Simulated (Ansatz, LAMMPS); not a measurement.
## Forces and charges in (Rb,Cs)F at 840 K with crystalline order left by the classical run (72 atoms)

Aim: energy, forces, charges and density of states of (Rb,Cs)F at 840 K with crystalline order left by the classical run (72 atoms) at a fixed geometry.

Calculated with Ansatz 0.2.0; Kohn-Sham DFT, PBEsol, PAW (set soft_2), plane waves.

### Step 1. The starting structure

The cell holds 72 atoms: 18 Rb, 18 Cs and 36 F. Cell: a = 13.295 Å, b = 13.295 Å, c = 13.295 Å, α = 90.0°, β = 90.0°, γ = 90.0°. 72 atoms (18 Rb, 18 Cs, 36 F) placed at random at 3.26 g/cm³, melted at 1800 K for 10 ps at fixed volume with the Lennard-Jones and Coulomb ion parameters for SPC/E (Joung and Cheatham, J. Phys. Chem. B 112, 9020 (2008)), full charges. Snapshot at the end of a hold of 20 ps at 840 K and fixed volume.

Limits known from the start: The starting topology of bonds comes from the classical model, and needn't be the one that DFT or experiment would give. The ion parameters were fitted for water, not for melts, so the starting structure of this cell may lie well off the real melt's. Sampling is at Γ alone, for a cell whose shortest periodic width is 13 Å. No spin–orbit coupling is included, so levels derived from the heavy atoms are approximate.

### Step 2. Making the structure

A classical potential supplies the starting structure, since it reaches far longer times than DFT.

This step: classical MD, Lennard-Jones and Coulomb ion parameters for SPC/E (Joung and Cheatham, J. Phys. Chem. B 112, 9020 (2008)), full charges (LAMMPS 22 Jul 2025 - Update 4).

in.lmp reads:

```
# melt-quench of Rb18Cs18F36
units metal
atom_style charge
boundary p p p
region box block 0 13.2947 0 13.2947 0 13.2947
create_box 3 box
mass 1 85.4678   # Rb
mass 2 132.9055   # Cs
mass 3 18.9984   # F
create_atoms 1 random 18 825470 NULL overlap 2.2 maxtry 2000
create_atoms 2 random 18 825477 NULL overlap 2.2 maxtry 2000
create_atoms 3 random 36 825484 NULL overlap 2.2 maxtry 2000
pair_style lj/cut/coul/long 9.0
pair_modify mix arithmetic tail yes
pair_coeff 1 1 0.019302 3.0950   # Rb
pair_coeff 2 2 0.003897 3.6010   # Cs
pair_coeff 3 3 0.000321 4.0215   # F
set type 1 charge 1
set type 2 charge 1
set type 3 charge -1
kspace_style pppm 1.0e-4
neigh_modify delay 0 every 1 check yes
thermo_style custom step time temp pe press density
thermo_modify norm yes
timestep 0.002
thermo 100
min_style cg
minimize 1e-4 1e-4 200 2000
reset_timestep 0
velocity all create 1800 825471 mom yes dist gaussian
fix lim all nve/limit 0.05
fix lan all langevin 1800 1800 0.2 825472 zero yes
thermo 500
run 1000 post no
# [... 10 lines left out ...]
compute msd all msd com yes
thermo 2500
fix md all nvt temp 840 840 0.2
run 10000 post no
print "== T840: mean square displacement over the hold $(c_msd[4]:%.2f) A^2"
unfix md
uncompute msd
write_dump all custom T840.dump id type xs ys zs modify sort id
```

Run with:

```bash
lmp -in in.lmp -log none -nocite
```

Numbers of over 12 decimals in the logs are rounded to 6 here.

Output:

```text
LAMMPS (22 Jul 2025 - Update 4)
Created orthogonal box = (0 0 0) to (13.2947 13.2947 13.2947)
Created 18 atoms
Created 18 atoms
Created 36 atoms
PPPM initialization ...
  G vector (1/distance) = 0.30822964
  grid = 9 9 9
  estimated relative force accuracy = 7.4876879e-05
   Step          Time           Temp          PotEng         Press         Density
         0   0              0             -0.69100361     148794.33      3.2610189
       100   0.2            0             -3.8993997     -9946.6409      3.2610189
       111   0.222          0             -3.9070558     -8115.0251      3.2610189
Loop time of 0.0254759 s on 1 MPI rank(s) for 111 steps with 72 atoms
Minimization stats:
  Stopping criterion = energy tolerance
  Energy initial, next-to-last, final =
    -0.691003611392199  -3.90668785877054  -3.90705584457494
  Force two-norm initial, final = 85.788201 0.40598712
  Iterations, force evaluations = 111 132
   Step          Time           Temp          PotEng         Press         Density
         0   0              1800          -3.9070558     -606.07936      3.2610189
       500   1              1692.9743     -3.6709938      9635.7253      3.2610189
      1000   2              1575.6598     -3.6868053      5711.3212      3.2610189
Loop time of 0.154014 s on 1 MPI rank(s) for 1000 steps with 72 atoms
   Step          Time           Temp          PotEng         Press         Density
      1000   2              1575.6598     -3.6868053      5711.3212      3.2610189
      1666   3.332          1553.6456     -3.6786794      5157.7668      3.2610189
      2499   4.998          2180.1886     -3.6663482      8323.7649      3.2610189
      3332   6.664          1672.2        -3.6282292      11236.455      3.2610189
      4165   8.33           1881.1909     -3.654359       7223.5481      3.2610189
      4998   9.996          1779.0719     -3.6728227      4173.6988      3.2610189
[... 2 lines left out ...]
Loop time of 0.774717 s on 1 MPI rank(s) for 5000 steps with 72 atoms
   Step          Time           Temp          PotEng         Press         Density
[... 5 lines left out ...]
Loop time of 0.381599 s on 1 MPI rank(s) for 2500 steps with 72 atoms
   Step          Time           Temp          PotEng         Press         Density
[... 2 lines left out ...]
     12500   25             858.98402     -3.8061813     -3037.8772      3.2610189
     15000   30             838.43651     -3.8105226     -13209.579      3.2610189
     17500   35             805.54415     -3.8260114     -14908.774      3.2610189
     18500   37             782.69233     -3.8254028     -19706.08       3.2610189
Loop time of 1.48239 s on 1 MPI rank(s) for 10000 steps with 72 atoms
== T840: mean square displacement over the hold 10.64 A^2
```

It took 2.9 s on 1 thread of Arm Neoverse V2, shared host; peak memory 0.077 GiB.

### Step 3. Plane-wave single point

The electrons are solved once, with the atoms held.

input.yaml reads:

```yaml
crystal:
  lattice:
    - [13.2947, 0.0, 0.0]
    - [0.0, 13.2947, 0.0]
    - [0.0, 0.0, 13.2947]
  atoms:
    - { symbol: Rb, position: [0.39021, 0.99341, 0.42465] }
    - { symbol: Rb, position: [0.06682, 0.08144, 0.4497] }
    - { symbol: Rb, position: [0.07449, 0.00784, 0.78898] }
    - { symbol: Rb, position: [0.38697, 0.54272, 0.85502] }
    - { symbol: Rb, position: [0.71773, 0.53037, 0.50618] }
    - { symbol: Rb, position: [0.26697, 0.72053, 0.99082] }
    - { symbol: Rb, position: [0.04564, 0.50488, 0.49176] }
    - { symbol: Rb, position: [0.1986, 0.27224, 0.28424] }
    - { symbol: Rb, position: [0.87811, 0.29446, 0.28732] }
    - { symbol: Rb, position: [0.58163, 0.34336, 0.97101] }
    - { symbol: Rb, position: [0.55093, 0.79342, 0.01772] }
    - { symbol: Rb, position: [0.41741, 0.51823, 0.20707] }
    - { symbol: Rb, position: [0.8664, 0.29268, 0.99745] }
    - { symbol: Rb, position: [0.08569, 0.52826, 0.18377] }
    - { symbol: Rb, position: [0.24351, 0.31768, 0.00184] }
    - { symbol: Rb, position: [0.73425, 0.52989, 0.81106] }
    - { symbol: Rb, position: [0.57472, 0.76582, 0.34757] }
    - { symbol: Rb, position: [0.89117, 0.31758, 0.66248] }
    - { symbol: Cs, position: [0.90854, 0.74237, 0.35624] }
    - { symbol: Cs, position: [0.91196, 0.73667, 0.00464] }
    - { symbol: Cs, position: [0.69098, 0.02552, 0.15453] }
    - { symbol: Cs, position: [0.40443, 0.08471, 0.13174] }
    - { symbol: Cs, position: [0.07353, 0.0291, 0.1313] }
    - { symbol: Cs, position: [0.05887, 0.51143, 0.83803] }
    - { symbol: Cs, position: [0.73587, 0.56782, 0.15459] }
    - { symbol: Cs, position: [0.73849, 0.988, 0.84632] }
    - { symbol: Cs, position: [0.78547, 0.02412, 0.48292] }
    - { symbol: Cs, position: [0.3847, 0.01752, 0.81806] }
    - { symbol: Cs, position: [0.29952, 0.32378, 0.67735] }
    - { symbol: Cs, position: [0.5782, 0.2943, 0.66216] }
    - { symbol: Cs, position: [0.58341, 0.77803, 0.68154] }
    - { symbol: Cs, position: [0.5566, 0.26879, 0.35562] }
    - { symbol: Cs, position: [0.24281, 0.76069, 0.66933] }
    - { symbol: Cs, position: [0.23369, 0.74709, 0.31935] }
    - { symbol: Cs, position: [0.92833, 0.76992, 0.68336] }
    - { symbol: Cs, position: [0.42047, 0.55989, 0.47984] }
    - { symbol: F, position: [0.10797, 0.75559, 0.83348] }
    - { symbol: F, position: [0.23336, 0.00659, 0.67196] }
    - { symbol: F, position: [0.73443, 0.26541, 0.53708] }
    - { symbol: F, position: [0.25278, 0.53808, 0.67264] }
    - { symbol: F, position: [0.38995, 0.79207, 0.82704] }
    - { symbol: F, position: [0.56017, 0.98556, 0.96965] }
    - { symbol: F, position: [0.57071, 0.01369, 0.68827] }
    - { symbol: F, position: [0.07629, 0.31136, 0.1189] }
    - { symbol: F, position: [0.88475, 0.52311, 0.66188] }
    - { symbol: F, position: [0.54799, 0.56076, 0.03907] }
    - { symbol: F, position: [0.08483, 0.78242, 0.15612] }
    - { symbol: F, position: [0.90957, 0.98275, 0.63376] }
    - { symbol: F, position: [0.88983, 0.54531, 0.97234] }
    - { symbol: F, position: [0.22645, 0.10097, 0.96993] }
    - { symbol: F, position: [0.43684, 0.35391, 0.52859] }
    - { symbol: F, position: [0.59354, 0.55424, 0.6699] }
    - { symbol: F, position: [0.87857, 0.53634, 0.33092] }
    - { symbol: F, position: [0.71726, 0.77735, 0.14986] }
    - { symbol: F, position: [0.38913, 0.33341, 0.85666] }
    - { symbol: F, position: [0.07162, 0.31521, 0.77643] }
    - { symbol: F, position: [0.71028, 0.76784, 0.88439] }
    - { symbol: F, position: [0.7478, 0.76533, 0.49375] }
    - { symbol: F, position: [0.91666, 0.03683, 0.98818] }
    - { symbol: F, position: [0.06817, 0.30002, 0.45806] }
    - { symbol: F, position: [0.59824, 0.56834, 0.3373] }
    - { symbol: F, position: [0.52974, 0.09038, 0.28299] }
    - { symbol: F, position: [0.09543, 0.77026, 0.51179] }
    - { symbol: F, position: [0.23474, 0.53487, 0.3126] }
    - { symbol: F, position: [0.2113, 0.06726, 0.29835] }
    - { symbol: F, position: [0.72664, 0.33687, 0.14208] }
    - { symbol: F, position: [0.72369, 0.30806, 0.82816] }
    - { symbol: F, position: [0.39095, 0.28739, 0.19221] }
    - { symbol: F, position: [0.85589, 0.0997, 0.31403] }
    - { symbol: F, position: [0.26746, 0.52606, 0.03734] }
    - { symbol: F, position: [0.40098, 0.79961, 0.50233] }
    - { symbol: F, position: [0.3936, 0.81257, 0.19555] }
kpoints:
  mp_grid: { grid: [1, 1, 1] }
hamiltonian:
  xc: pbesol
scf:
  occupations: { method: gaussian, width: 0.05 }
output:
  forces: true
  stress: true
  populations: intrinsic
  dos:
    method: { smearing: { sigma: 0.15 } }
    de: 0.1
    projected: { site_lists: { Cs: [Cs], F: [F], Rb: [Rb] } }
  eigenvalues: true
  write_density: true
  write_potential: true
  volumetric_format: npy
```

Run with:

```bash
ansatz run input.yaml --threads 8 --pin off --max-ram 15872MiB --backend cpu --events-out ev --progress --plain --runs-dir out
```

Output:

```text
Engine: ansatz 0.2.0, aarch64-unknown-linux-gnu
Pseudopotentials: kind: paw
Pseudopotential: Rb, paw, valence charge 9, recommended cutoff 420 eV (normal), Rb.paw.azcp
Pseudopotential: Cs, paw, valence charge 9, recommended cutoff 420 eV (normal), Cs.paw.azcp
Pseudopotential: F, paw, valence charge 7, recommended cutoff 420 eV (normal), F.paw.azcp
[...]
--- Band table (eV) ---
  k-point 0: bands = ["-24.2174", "-24.1135", "-24.0576", "-24.0489", [... 344 levels ...], "8.5618", "8.5789", "8.6153", "8.6344", "8.6492", "8.6670", "8.6976", "8.7431", "8.7565", "8.7717", "8.7925", "8.8145"]
--- intrinsic populations: 72 sites ---
  site symbol       q [e]
     0     Rb      8.1221
     1     Rb      8.1238
     2     Rb      8.1326
[...]
71      F      7.8786
  spilling = 0.000000 (of n_electrons = 576.000000)
[key lines of the parts left out:]
SCF converged after 10 iterations
Free energy (F): -187343.944191 eV
Fermi energy:    3.256527 eV
P = ⅓ Tr σ = -2.1204 GPa (-21.204 kbar)
```

Wall time 15 s (8 threads of Arm Neoverse V2, shared host); peak memory 2.7 GiB; 1.9 min of CPU time.

In the SCF lines HF is the Harris–Foulkes energy and dr2 the Hartree energy of the density residual, in eV; the loop may stop once dr2 is under the threshold and the program's other checks hold. Hψ counts applications of the Hamiltonian.

The program notes that the exchange-correlation potential is rough where the density is thin.

Numbers from this run:

| Property | Result |
| --- | --- |
| free energy | -187343.9442 eV |
| free energy per atom | -2601.9992 eV/atom |
| SCF cycles | 10 |
| pressure | -2.12 GPa |
| r.m.s. force component | 0.2611 eV/Å |
| longest force | 0.9264 eV/Å |
| Fermi energy | 3.257 eV |
| gap (highest filled to lowest empty level) | 3.371 eV |

Length of the force by element:

| element | coordination | atoms | mean length of the force (eV/Å) | spread | least | most |
| --- | --- | --- | --- | --- | --- | --- |
| Cs | all | 18 | 0.490 | 0.221 | 0.12 | 0.926 |
| F | all | 36 | 0.413 | 0.173 | 0.128 | 0.837 |
| Rb | all | 18 | 0.33 | 0.139 | 0.184 | 0.726 |

Intrinsic-atomic-orbital charges by element:

| element | coordination | atoms | mean charge (e) | spread | least | most |
| --- | --- | --- | --- | --- | --- | --- |
| Cs | all | 18 | 0.906 | 0.006 | 0.897 | 0.917 |
| F | all | 36 | -0.884 | 0.0089 | -0.910 | -0.872 |
| Rb | all | 18 | 0.863 | 0.0092 | 0.849 | 0.878 |

Density of states as counts of states in windows of 1 eV (from the Fermi level), total and the larger projections:

| from (eV) | to (eV) | total | F p | Cs p | Rb s | Cs s | Rb p |
| --- | --- | --- | --- | --- | --- | --- | --- |
| -18 | -12 | 0.0 | 0.0 | 0.0 | 0.0 | 0.0 | 0.0 |
| -12 | -11 | 57.7 | 0.4 | 0.1 | 0.1 | 0.1 | 56.9 |
| -11 | -10 | 44.1 | 0.4 | 0.1 | 0.1 | 0.1 | 43.4 |
| -10 | -9 | 7.6 | 0.1 | 1.4 | 0.0 | 0.0 | 6.0 |
| -9 | -8 | 65.8 | 1.7 | 63.1 | 0.3 | 0.3 | 0.2 |
| -8 | -7 | 38.2 | 1.1 | 36.6 | 0.1 | 0.1 | 0.0 |
| -7 | -6 | 2.6 | 0.1 | 2.5 | 0.0 | 0.0 | 0.0 |
| -6 | -5 | 0.0 | 0.0 | 0.0 | 0.0 | 0.0 | 0.0 |
| -5 | -4 | 0.4 | 0.4 | 0.0 | 0.0 | 0.0 | 0.0 |
| -4 | -3 | 103.1 | 98.0 | 1.3 | 0.9 | 0.6 | 0.5 |
| -3 | -2 | 100.2 | 95.8 | 1.5 | 0.5 | 0.5 | 0.3 |
| -2 | -1 | 12.3 | 11.8 | 0.2 | 0.0 | 0.1 | 0.0 |
| -1 | 1 | 0.0 | 0.0 | 0.0 | 0.0 | 0.0 | 0.0 |
| 1 | 2 | 2.0 | 0.0 | 0.0 | 0.9 | 0.8 | 0.0 |
| 2 | 3 | 8.7 | 0.4 | 0.2 | 4.1 | 2.7 | 0.1 |
| 3 | 4 | 33.1 | 1.1 | 0.3 | 9.7 | 8.1 | 0.2 |
| 4 | 5 | 59.6 | 1.0 | 0.2 | 7.6 | 8.5 | 0.1 |

Between -26 and -18 eV lie 111 more states.

About 33 of the 576 electrons lie in deeper levels, below the stored range.

The levels nearest the highest filled one (over half full), pooled over k-points and spins:

| level less the highest filled one (eV) | occupation |
| --- | --- |
| -0.264 | 2 |
| -0.244 | 2 |
| -0.187 | 2 |
| -0.103 | 2 |
| -0.0571 | 2 |
| 0 | 2 |
| 3.37 | 0 |
| 4.36 | 0 |
| 4.43 | 0 |
| 4.56 | 0 |
| 4.62 | 0 |
| 4.74 | 0 |

Valence density in the ac plane at fractional y = 0.526, with atoms of Rb and Cs and F within 0.2 Å of it. It is the smooth field of the valence electrons, not physical close to the nuclei.

Ten steps, logarithmic in the rise over the least value, from '0' (0.01 × 1e0 e/Å³) to '9' (9.01 × 1e0 e/Å³), each cell a mean:
```
0000000123431110001232100000012699741
2333210000112344210000000000012466521
4555431000025666531000001244321122113
5434541000135666631000013566653100024
5555531000024565420000013666663100013
3444311011111222100001112466642111012
1111101356531000000134542223222355311
0000001489952000000258863100013699731
0000001368742000000246753100013699631
1111000123210011100012222232211244311
4554200000001234432100024566531000012
6666410000012455553200025666642000024
6666410000013455554200024666541000024
4554210000002345543111112344311111012
1111001222211123321123432110012354311
0000013688521000000136653100014799621
0000013799731122211135542100013798520
1234322466422356542111211111111343210
3566652111113566664100001344431100001
4666663100002566663100013455543100001
2566642101111245432110013455543100000
0233311135532111112343212344432100000
0000001369974100013676411122211122100
0000001268973100013576310000002466521
```
Columns run along a (13.3 Å), rows up along c (13.3 Å). Atoms in or near the plane, at fractional coordinates: Rb at (0.72, 0.51), Rb at (0.42, 0.21), Rb at (0.09, 0.18), Rb at (0.73, 0.81), Cs at (0.06, 0.84), F at (0.25, 0.67), F at (0.88, 0.66), F at (0.88, 0.33), F at (0.23, 0.31), F at (0.27, 0.04).

Electrostatic potential energy in the ac plane at fractional y = 0.526, with atoms of Rb and Cs and F within 0.2 Å of it. With pseudopotentials it is smooth inside the atoms' cores, unlike the true potential.

Ten even steps from '0' (-74 eV) to '9' (8 eV), each cell a mean:
```
9999999999999999999999999999999844699
9888999999999878899999999999999977899
7666789999987312689999999887899999998
6666689999985000489999998621268999997
6666689999998535789999998400048999998
8777899999999989999999999743479999999
9999999998899999999999999988999999999
9999999954589999999995579999999744799
9999999976799999999997789999999745799
9999999999999999999999999988999999999
7668899999999987789999998533689999999
3003799999998766668999986100279999997
3003799999998766667999997311589999997
7667899999999866678999999878899999998
9999999999999988899999999999999989999
9999999866899999999998789999999645899
9999999644799998999999899999999755899
9888899988999864579999999999999999999
8621278999998610038999999887889999999
8300058999998620048999998766678999999
8732479999999887789999998766678999999
9988899999899999999999999877789999999
9999999974469999999867999999999999999
9999999985479999999878999999999977899
```
Columns run along a (13.3 Å; values clipped at the 3rd and 97th percentile), rows up along c (13.3 Å). Atoms in or near the plane, at fractional coordinates: Rb at (0.72, 0.51), Rb at (0.42, 0.21), Rb at (0.09, 0.18), Rb at (0.73, 0.81), Cs at (0.06, 0.84), F at (0.25, 0.67), F at (0.88, 0.66), F at (0.88, 0.33), F at (0.23, 0.31), F at (0.27, 0.04).

Mean intrinsic-atomic-orbital charges: Cs +0.91, F -0.88, Rb +0.86 e. The largest share in the top eV of filled states is F p (97 % of the projected weight), and in the lowest eV of empty states Rb s (54 % of the projected weight).

### Step 4. Structure statistics

Bonds and neighbours are counted at the geometry of the runs.

Density 3.26 g/cm³, 32.64 Å³ an atom.

g(r), total and by pair (bins of 0.2 Å):

| r (Å) | total | F-F | F-Cs | F-Rb | Cs-Cs | Cs-Rb | Rb-Rb |
| --- | --- | --- | --- | --- | --- | --- | --- |
| 2.50 | 0.11 | 0.00 | 0.43 | 0.00 | 0.00 | 0.00 | 0.00 |
| 2.70 | 1.57 | 0.00 | 1.98 | 4.30 | 0.00 | 0.00 | 0.00 |
| 2.90 | 1.77 | 0.00 | 3.81 | 3.27 | 0.00 | 0.00 | 0.00 |
| 3.10 | 1.62 | 0.00 | 3.46 | 3.04 | 0.00 | 0.00 | 0.00 |
| 3.30 | 1.22 | 0.00 | 2.65 | 2.10 | 0.00 | 0.00 | 0.51 |
| 3.50 | 0.63 | 0.24 | 1.08 | 1.19 | 0.00 | 0.00 | 0.00 |
| 3.70 | 0.55 | 0.62 | 0.84 | 0.42 | 0.42 | 0.21 | 0.41 |
| 3.90 | 0.92 | 1.03 | 0.47 | 0.76 | 0.77 | 1.13 | 2.67 |
| 4.10 | 1.20 | 2.32 | 0.17 | 0.18 | 1.69 | 2.19 | 2.44 |
| 4.30 | 1.71 | 3.03 | 0.40 | 0.24 | 3.39 | 3.27 | 2.77 |
| 4.50 | 1.54 | 2.63 | 0.21 | 0.29 | 3.38 | 2.71 | 3.18 |
| 4.70 | 1.17 | 2.03 | 0.26 | 0.39 | 2.33 | 2.09 | 1.57 |
| 4.90 | 0.93 | 1.44 | 0.60 | 0.66 | 0.95 | 1.22 | 0.73 |
| 5.10 | 0.83 | 0.94 | 0.61 | 1.00 | 0.44 | 0.89 | 0.91 |
| 5.30 | 0.88 | 0.61 | 0.97 | 1.29 | 0.83 | 0.72 | 0.40 |
| 5.50 | 0.82 | 0.38 | 1.23 | 1.00 | 0.38 | 0.97 | 0.39 |
| 5.70 | 0.74 | 0.53 | 1.06 | 1.02 | 0.18 | 0.45 | 0.36 |
| 5.90 | 0.74 | 0.66 | 0.71 | 0.87 | 0.82 | 0.58 | 0.84 |
| 6.10 | 0.69 | 0.50 | 0.77 | 0.66 | 1.25 | 0.85 | 0.31 |
| 6.30 | 0.61 | 0.59 | 0.51 | 0.84 | 0.29 | 0.57 | 0.58 |
| 6.50 | 0.89 | 0.58 | 1.31 | 1.30 | 0.14 | 0.34 | 0.68 |

Local excerpt of 14 atoms (numbers count through the whole input) about Cs22, which bears the longest force; x, y, z are measured from there.

| atom | x | y | z | distance (Å) | intrinsic-atomic-orbital charge (e) | Fx | Fy | Fz (eV/Å) |
| --- | --- | --- | --- | --- | --- | --- | --- | --- |
| Cs22 | 0.00 | 0.00 | 0.00 | 0.00 | 0.91 | -0.67 | -0.23 | -0.60 |
| F62 | 1.67 | 0.08 | 2.01 | 2.61 | -0.91 | 0.30 | -0.61 | 0.49 |
| F68 | -0.18 | 2.69 | 0.80 | 2.82 | -0.88 | -0.09 | 0.27 | 0.08 |
| F50 | -2.37 | 0.22 | -2.15 | 3.21 | -0.88 | 0.08 | -0.07 | 0.27 |
| F42 | 2.07 | -1.32 | -2.15 | 3.27 | -0.89 | 0.20 | 0.37 | 0.45 |
| F65 | -2.57 | -0.23 | 2.22 | 3.40 | -0.88 | 0.00 | 0.16 | 0.41 |
| F72 | -0.14 | -3.62 | 0.85 | 3.72 | -0.88 | 0.21 | -0.19 | 0.10 |
| Cs21 | 3.81 | -0.79 | 0.30 | 3.90 | 0.90 | 0.30 | -0.23 | -0.11 |
| Rb1 | -0.19 | -1.21 | 3.89 | 4.08 | 0.88 | -0.19 | -0.22 | 0.13 |
| Rb15 | -2.14 | 3.10 | -1.73 | 4.14 | 0.86 | -0.02 | -0.42 | -0.13 |
| Rb8 | -2.74 | 2.49 | 2.03 | 4.22 | 0.87 | 0.19 | 0.12 | 0.00 |
| Cs28 | -0.26 | -0.89 | -4.17 | 4.27 | 0.91 | 0.17 | -0.15 | -0.03 |
| Cs32 | 2.02 | 2.45 | 2.98 | 4.35 | 0.91 | 0.01 | 0.53 | 0.01 |
| Cs23 | -4.40 | -0.74 | -0.01 | 4.46 | 0.91 | 0.08 | -0.08 | -0.48 |

### Step 5. Results

```yaml
free_energy_per_atom: -2601.9992 eV/atom
pressure: -2.12 GPa
r_m_s_force_component: 0.2611 eV/Å
spacing_of_highest_filled_and_lowest_empty_level: 3.371 eV
wall_time_of_the_1_dft_run: 15 s
```

In words: The highest filled and lowest empty levels differ by 3.37 eV (at Γ alone); a semilocal functional tends to put such gaps too low. In a disordered cell it changes from sample to sample, and tail or defect levels can set it.

**Limits.** The force components of 0.26 eV/Å r.m.s. reflect the temperature of the frame as well as the gap between the generating potential and DFT. The pressure of -2.1 GPa is that of one thermal frame, in which the classical model's bond lengths enter as well as the volume, without the kinetic term.

[Logs are printed without paths, hosts, clocks, repeated set-up lines and the standing remarks that a program may print on its own settings, such as how far it seeks lower states.]

[Hosts, paths, dates, database ids (printed as entryN), source tags and the programs' standing remarks are cut or masked in the printed files.]
